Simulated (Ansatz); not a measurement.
# Tunnelling decay and corrugation (surface alloy): Ir(110)-(2x1)-K surface alloy; Ir(110)-(1x3)-Au surface alloy; and others

A simple barrier model says that the current falls as exp(−2κz) with κ = 0.512 √φ (Å⁻¹, φ in eV). How well does that hold over real surfaces, and how fast does atomic contrast fade as the tip draws back?

How it was computed: Ansatz 0.2.0, plane waves with PAW datasets (its set soft_2), functional as listed; relaxed slabs, Tersoff-Hamann images of the filled states within the window listed under the Fermi level. κ is fitted to the planar mean between 3 and 5 Å over the top atom; the model's barrier is the work function plus half the window. A setpoint is the mean density at the height named.

Results:

```tsv
surface	functional	work function (eV)	window (eV)	κ, model (Å⁻¹)	κ, fitted (Å⁻¹)	near setpoint (Å): corrugation (Å)	far setpoint (Å): corrugation (Å)
Ir(110)-(2x1)-K surface alloy	PBEsol	1.86	0.50	0.74	0.72	3: 0.278	4.5: 0.112
Rh(110)-(2x1)-K surface alloy	PBE-D3(BJ)	1.87	0.40	0.74	0.69	3: 0.124	4.5: 0.037
Os(0001)-(2x1)-K surface alloy	LDA	2.27	0.20	0.79	0.72	3: 0.361	4.5: 0.150
Pb(111)-(√3×√3)R30°-Ce surface alloy	r2SCAN	3.13	0.20	0.92	0.94	3: 0.333	5: 0.192
Nb(100)-p(2x2)-In surface alloy	r2SCAN	3.76	0.40	1.02	1.04	2.5: 0.507	4: 0.286
Mg(0001)-(√3×√3)R30°-Fe surface alloy	PBEsol	3.83	0.40	1.03	1.04	2.5: 0.209	4: 0.101
Al(100)-(2x1)-Cu surface alloy	PBE-D3(BJ)	4.39	0.40	1.10	1.20	3: 0.757	4.5: 0.457
Pt(110)-(1x3)-Sb surface alloy	PBE-D3(BJ)	4.68	0.30	1.13	1.15	2.5: 0.680	4: 0.251
Pt(110)-(2x1)-Fe surface alloy	LDA	4.96	0.30	1.16	1.20	2.5: 0.900	4: 0.407
Ir(110)-(1x3)-Au surface alloy	PBE	5.02	0.50	1.18	1.24	3: 0.504	5: 0.281
```

**Reading.** The fitted κ is 0.91 to 1.09 times the model's, and larger in 7 of 10. Momentum along the surface adds to κ² and raises it, while a barrier that has not reached its full height this near the surface lowers it. Worked for Ir(110)-(2x1)-K surface alloy: 0.512 × √(1.86 + 0.25) = 0.74 Å⁻¹; with the fitted 0.72 Å⁻¹ the current falls by exp(2 × 0.72) = 4.2 per Å. Where it is still over 0.005 Å at the far setpoint (10 rows), the corrugation falls by a factor of 1.3 to 2.3 per Å.

What the numbers leave out: The model has an s-wave tip and no forces between tip and sample. Semilocal potentials reach the vacuum level too fast, without an image tail. The surfaces are built from prototypes and need not be the stable ones; functionals, windows and heights differ between rows (the narrowest window from 0.2 eV on is taken, and runs with charge in the vacuum are left out), and rows with Cr, Mn, Fe, Co, Ni or Gd rest on one magnetic start or none. The table is a selection: not every member that was run is listed.

[Logs are printed without paths, hosts, clocks, repeated set-up lines and the standing remarks that a program may print on its own settings, such as how far it seeks lower states.]
